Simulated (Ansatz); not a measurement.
# SrCd (Pm-3m): Grüneisen parameters, part 2 of 2

Does SrCd (Pm-3m) expand much on heating, by its phonons?

Ansatz 0.2.0; DFT PBEsol, scalar-relativistic, plane waves, PAW; PAW set soft_1.

So far, highest frequency on the path or at a solved wavevector (cm⁻¹): step 2 (the dispersion) 119; step 4 (phonons at the other volume, volume ratio 0.97) 124.

### Step 5. Relaxing at another volume, volume ratio 1.03

The volume is scaled by 1.03 and held; symmetry leaves nothing to relax, so this is a single point. The modes can then be followed against volume.

input.yaml reads:

```yaml
crystal:
  lattice:
    - [4.0151010471, 0.0, 0.0]
    - [0.0, 4.0151010471, 0.0]
    - [0.0, 0.0, 4.0151010471]
  atoms:
    - { symbol: Sr, position: [0.5, 0.5, 0.5] }
    - { symbol: Cd, position: [0.0, 0.0, 0.0] }
kpoints:
  mp_grid: { grid: [12, 12, 12] }
hamiltonian:
  xc: pbesol
  pseudopotentials: { kind: paw, azcp: { folder: soft_1 }, xc_functional: pbe }
scf:
  occupations: { method: methfessel_paxton, width: 0.2 }
output:
  forces: true
  stress: true
  eigenvalues: true
```

Command:

```console
> ansatz run input.yaml --threads 4 --pin off --max-ram 10240MiB --backend cpu --events-out ev --progress --plain --runs-dir out
```

Numbers of over 12 decimals in the logs are rounded to 6 here.

What it wrote:

```text
[...]
Crystal: 2 atoms, lattice volume = 64.728 Å³
Basis set: ecut = 420 eV, 1309 PW (Γ), exchange–correlation on 54×54×54 points (8 copies of the dense FFT grid, shifted against one another)
Bands: 19, of which v1, the nominal top of the filled ones, is band 15 counted from 1 (14 counted from 0)
Symmetry: 48 space group operations
[...]
k-points: 84 of 1728
[...]
--- Band table (eV; the first three rows and the last of 84) ---
  k-point 0: bands = [... 11 lower, 0.5510, 0.5510, 3.1971, 10.3405, 10.3405, 12.9505, 12.9505, 12.9505]
  k-point 1: bands = [... 11 lower, 0.5489, 0.5518, 3.2781, 10.2147, 10.3627, 12.7045, 12.7045, 12.7450]
  k-point 2: bands = [... 11 lower, 0.5431, 0.5539, 3.5171, 9.7257, 10.4255, 12.2612, 12.2612, 12.6295]
  k-point 83: bands = [... 11 lower, 0.6818, 0.6818, 8.2018, 8.2281, 8.2281, 8.2281, 13.5344, 13.5344]
[key lines of the parts left out:]
SCF converged after 8 iterations
Free energy (F): -11676.984094 eV
Fermi energy:    9.008504 eV
P = ⅓ Tr σ = -0.7698 GPa (-7.698 kbar)
```

Wall time 1.7 s (4 threads of Arm Neoverse V2, shared host); peak memory 0.38 GiB.

Numbers from this step:

* pressure: -0.7698 GPa
* volume per atom: 32.36 Å³

The run ends at a pressure of -0.77 GPa.

### Step 6. Phonons at the other volume, volume ratio 1.03

The phonons are repeated at this volume on the same k and q meshes.

input.yaml: that of step 5 with these lines changed.

```diff
@@ -16,4 +16,11 @@
 output:
-  forces: true
-  stress: true
   eigenvalues: true
+phonons:
+  method: dfpt
+  qmesh: [4, 4, 4]
+  temperatures: { t_max: 1000, t_step: 50 }
+  qpath:
+    path:
+      - [[0.0, 0.0, 0.0], [0.0, 0.5, 0.0], [0.5, 0.5, 0.0], [0.0, 0.0, 0.0], [0.5, 0.5, 0.5], [0.0, 0.5, 0.0]]
+      - [[0.5, 0.5, 0.5], [0.5, 0.5, 0.0]]
+    npoints: 10
```

What it wrote:

```text
[...]
Crystal: 2 atoms, lattice volume = 64.728 Å³
Basis set: ecut = 420 eV, 1309 PW (Γ), exchange–correlation on 54×54×54 points (8 copies of the dense FFT grid, shifted against one another)
Bands: 19, of which v1, the nominal top of the filled ones, is band 15 counted from 1 (14 counted from 0)
Symmetry: 48 space group operations
k-points: 84 of 1728
[...]
k-point 83: bands = [... 11 lower, 0.6820, 0.6820, 8.2019, 8.2281, 8.2281, 8.2281, 13.5344, 13.5344]
[...]
ASR residual: 8.053e-5 → 0.000e0 eV/Å²; symmetrization residual: 6.801e-6 eV/Å²
  ASR residual per site (eV/Å²): 8.05e-5 1.66e-5
  Γ frequencies (cm⁻¹): 0.00 0.00 0.00 100.48 100.48 100.48
--- Phonons (arbitrary-q DFPT): 10 irreducible q on the 4×4×4 mesh ---
[...]
interpolated dispersion: 62 rows × 6 modes
[...]
[key lines of the parts left out:]
SCF converged after 11 iterations
Free energy (F): -11676.984094 eV
Fermi energy:    9.008515 eV
```

Run time: 8.7 min. Hardware: 4 threads; peak memory 2.6 GiB; 34 min of CPU time.

This step gave:

| Property | Result |
| --- | --- |
| sum-rule residual before enforcement | 8.05e-5 eV/Å² |
| highest frequency on the path or at a solved wavevector | 113.4 cm⁻¹ |
| mean frequency | 74.7 cm⁻¹ |
| Debye temperature (second moment) | 147 K |
| logarithmic mean frequency | 69.4 cm⁻¹ |
| highest optical mode at the zone centre (no LO-TO term) | 100.5 cm⁻¹ |
| lowest optical zone-centre mode | 100.5 cm⁻¹ |
| lowest mode on the q mesh (acoustic modes at Γ apart) | 32.15 cm⁻¹ |
| zero-point energy per atom | 13.89 meV |
| heat capacity at 300 K | 24.64 J/(mol atoms K) |
| vibrational entropy at 300 K | 52.52 J/(mol atoms K) |

Frequencies (cm⁻¹) solved at each irreducible wavevector; negative means imaginary. Frequencies by wavevector, by row:

```csv
q in reciprocal lattice units,star,mode 1,mode 2,mode 3,mode 4,mode 5,mode 6
0 0 0,1,0,0,0,100.5,100.5,100.5
0 0 0.25,6,41,41,48.5,94.1,94.1,100.7
0 0 -0.5,3,57,69.8,69.8,78.4,78.4,104.4
0 0.25 0.25,12,32.1,52.9,64.5,88.3,95,105.2
0 0.25 -0.5,12,39.2,54.3,70.5,74.3,101.4,109.2
0 -0.5 -0.5,3,33.4,33.4,69.7,70.4,113.3,113.3
0.25 0.25 0.25,8,50,50,60,93.6,101.7,101.7
0.25 0.25 -0.5,12,37.6,54.4,64.7,97.3,97.9,109.5
0.25 -0.5 -0.5,6,44.2,44.2,62.2,93,113,113
-0.5 -0.5 -0.5,1,51.6,51.6,51.6,113.4,113.4,113.4
```

The highest optical mode at the zone centre (no LO-TO term) is 100.5 cm⁻¹, -5.5 cm⁻¹ against the base run.

### Step 7. Grüneisen parameters

The Grüneisen parameter of a mode is minus the logarithmic change of its frequency with volume, −d ln ω / d ln V; weighted by heat capacity it gives the expansion.

Numbers from this step:

* bulk modulus: 27.9 GPa

Phonon branches along the path, in cm⁻¹:

```csv
point,branch 1,branch 2,branch 3,branch 4,branch 5,branch 6
Γ,0,0,0,106,106,106
halfway,43,43,51,99,99,106
X,60,74,74,82,82,109
halfway,40,56,74,78,107,115
M,33,33,73,74,119,119
halfway,32,56,68,93,100,111
Γ,0,0,0,106,106,106
halfway,52,52,62,99,107,107
R,55,55,55,118,118,118
halfway,39,57,68,102,102,115
X,60,74,74,82,82,109
jump to R,55,55,55,118,118,118
halfway,46,46,66,97,118,118
M,33,33,73,74,119,119
```

The same for volume x 0.97:

```csv
point,branch 1,branch 2,branch 3,branch 4,branch 5,branch 6
Γ,0,0,0,112,112,112
X,63,77,77,87,87,114
M,32,32,77,78,124,124
Γ,0,0,0,112,112,112
R,58,58,58,122,122,122
X,63,77,77,87,87,114
R,58,58,58,122,122,122
M,32,32,77,78,124,124
```

The same for volume x 1.03:

```csv
point,branch 1,branch 2,branch 3,branch 4,branch 5,branch 6
Γ,0,0,0,100,100,100
X,57,70,70,78,78,104
M,33,33,70,70,113,113
Γ,0,0,0,100,100,100
R,52,52,52,113,113,113
X,57,70,70,78,78,104
R,52,52,52,113,113,113
M,33,33,70,70,113,113
```

The first set of phonon branches as a text plot (rows in cm⁻¹):

```
    122 |
    117 |           *******                 *********     *******
    111 |      ******     *****            **    **  ***** *
    106 |******            **  *************       *
    101 |  **      *         * **   *   *           **      *
     96 |    *    *           *      **              **      *
     91 |     *              *         *              **
     86 |      * *         **                          **     *
     80 |       ****     **                              *     *
     75 |       *********                              ***      *
     70 |      *         **  *         *            *****     **
     65 |         *        ** *      ** *          *  *     **
     60 |     **** *                       *     **  *   * *
     54 |    *            *  * *        *** *********   * *
     49 |   **    * *         *     *      **     *    *   **
     44 |   *      * *   *             *           *         *
     39 |           * *        **                   ***       *
     34 |  *         *********       **                        **
     29 |  *                  *
     23 | *                    **  **
     18 | *                     **
     13 |*                       * *
      8 |*                       *
      3 |                         *
         Γ      X      M          Γ            R        X|R     M
```

Mode Grueneisen parameter -dln(w)/dln(V), modes matched by rank; at Γ the acoustic branches take the value of a neighbouring point of the path. The mode Grüneisen parameters at the labelled points ():

```csv
point,branch 1,branch 2,branch 3,branch 4,branch 5,branch 6
Γ,1.50,1.50,1.63,1.78,1.78,1.78
halfway,1.55,1.55,1.60,1.76,1.76,1.74
X,1.77,1.72,1.72,1.68,1.68,1.54
halfway,0.67,1.16,1.68,1.66,1.67,1.64
M,-0.61,-0.61,1.75,1.77,1.56,1.56
halfway,0.05,1.62,1.76,1.72,1.54,1.80
Γ,0.61,1.46,1.68,1.78,1.78,1.78
halfway,1.31,1.31,1.28,1.76,1.67,1.67
R,2.06,2.06,2.06,1.26,1.26,1.26
halfway,0.86,1.27,1.90,1.49,1.64,1.61
X,1.77,1.72,1.72,1.68,1.68,1.54
jump to R,2.06,2.06,2.06,1.26,1.26,1.26
halfway,1.30,1.30,2.02,1.36,1.43,1.43
M,-0.61,-0.61,1.75,1.77,1.56,1.56
```

The mode Grüneisen parameters as a text plot (rows in , shown from -0.6 to 2.1 only):

```
   2.01 |                                    *******      *  *
   1.90 |                     *             *    *  *         *
   1.79 |********     ***  **************  *     *   ***** *   **
   1.68 |*   **********  ********** *  **** *     * ******     **
   1.57 | **** ****  ************    **  ***      *** ****  * ***
   1.46 |**       *              **        **     **** *     *
   1.35 |         **                    *   **   * *  **   ***
   1.24 |                               *  * *********    **
   1.13 |                 *        **  * **
   1.02 |          *                 **               *
   0.91 |           *                               *
   0.80 |                                            *
   0.69 |
   0.58 |            *   *       **
   0.47 |                       *                             *
   0.36 |           *
   0.25 |                      *
   0.14 |             *       *
   0.04 |                    *                                 *
  -0.07 |            *     **
  -0.18 |               *
  -0.29 |                 *
  -0.40 |             *  *                                      *
  -0.51 |               *
         Γ      X      M          Γ            R        X|R     M
```

(dS/dlnV)/C_V. The thermodynamic Grueneisen parameter by temperature:

```csv
temperature (K),thermodynamic Grueneisen parameter
50,1.40
100,1.45
150,1.46
200,1.46
250,1.46
300,1.46
350,1.46
400,1.46
450,1.46
500,1.46
550,1.46
600,1.46
650,1.46
700,1.46
750,1.46
800,1.46
850,1.46
900,1.46
950,1.46
1000,1.46
```

Gamma C_V/(B V) at the static volume. Volume expansion against temperature:

```csv
temperature (K),volume expansion (1e-6/K)
50,43.8
100,61.0
150,65.3
200,66.9
250,67.7
300,68.1
350,68.4
400,68.5
450,68.7
500,68.8
550,68.8
600,68.9
650,68.9
700,68.9
750,68.9
800,69.0
850,69.0
900,69.0
950,69.0
1000,69.0
```

### Step 8. What came out

```yaml
bulk_modulus: 27.9 GPa
thermodynamic_grueneisen_parameter_at_300_k: 1.461
volume_expansion_at_300_k_estimated: 68.14 × 10⁻⁶ K⁻¹
```

**Reading.** By this estimate the volume grows by 68.1 × 10⁻⁶ per kelvin at 300 K. The highest optical mode at Γ goes from 112 to 100 cm⁻¹ as the cell grows, a Grüneisen parameter of 1.78. Mode parameters on the path run from -0.61 to 2.1, with a median of 1.6. Modes with negative values stiffen as the cell grows and pull against the expansion. Branches are matched by rank, so values near crossings are rough. The expansion is the Grüneisen estimate at the static volume, with the static bulk modulus. With no gap, or one that is small against the smearing, the frequencies hang on the k mesh and the smearing, most of all near Kohn anomalies. The PAW files were made for PBE and serve the other functionals too.

[Logs are printed without paths, hosts, clocks, repeated set-up lines and the standing remarks that a program may print on its own settings, such as how far it seeks lower states.]

[Hosts, paths, dates, database ids (printed as entryN), source tags and the programs' standing remarks are cut or masked in the printed files.]
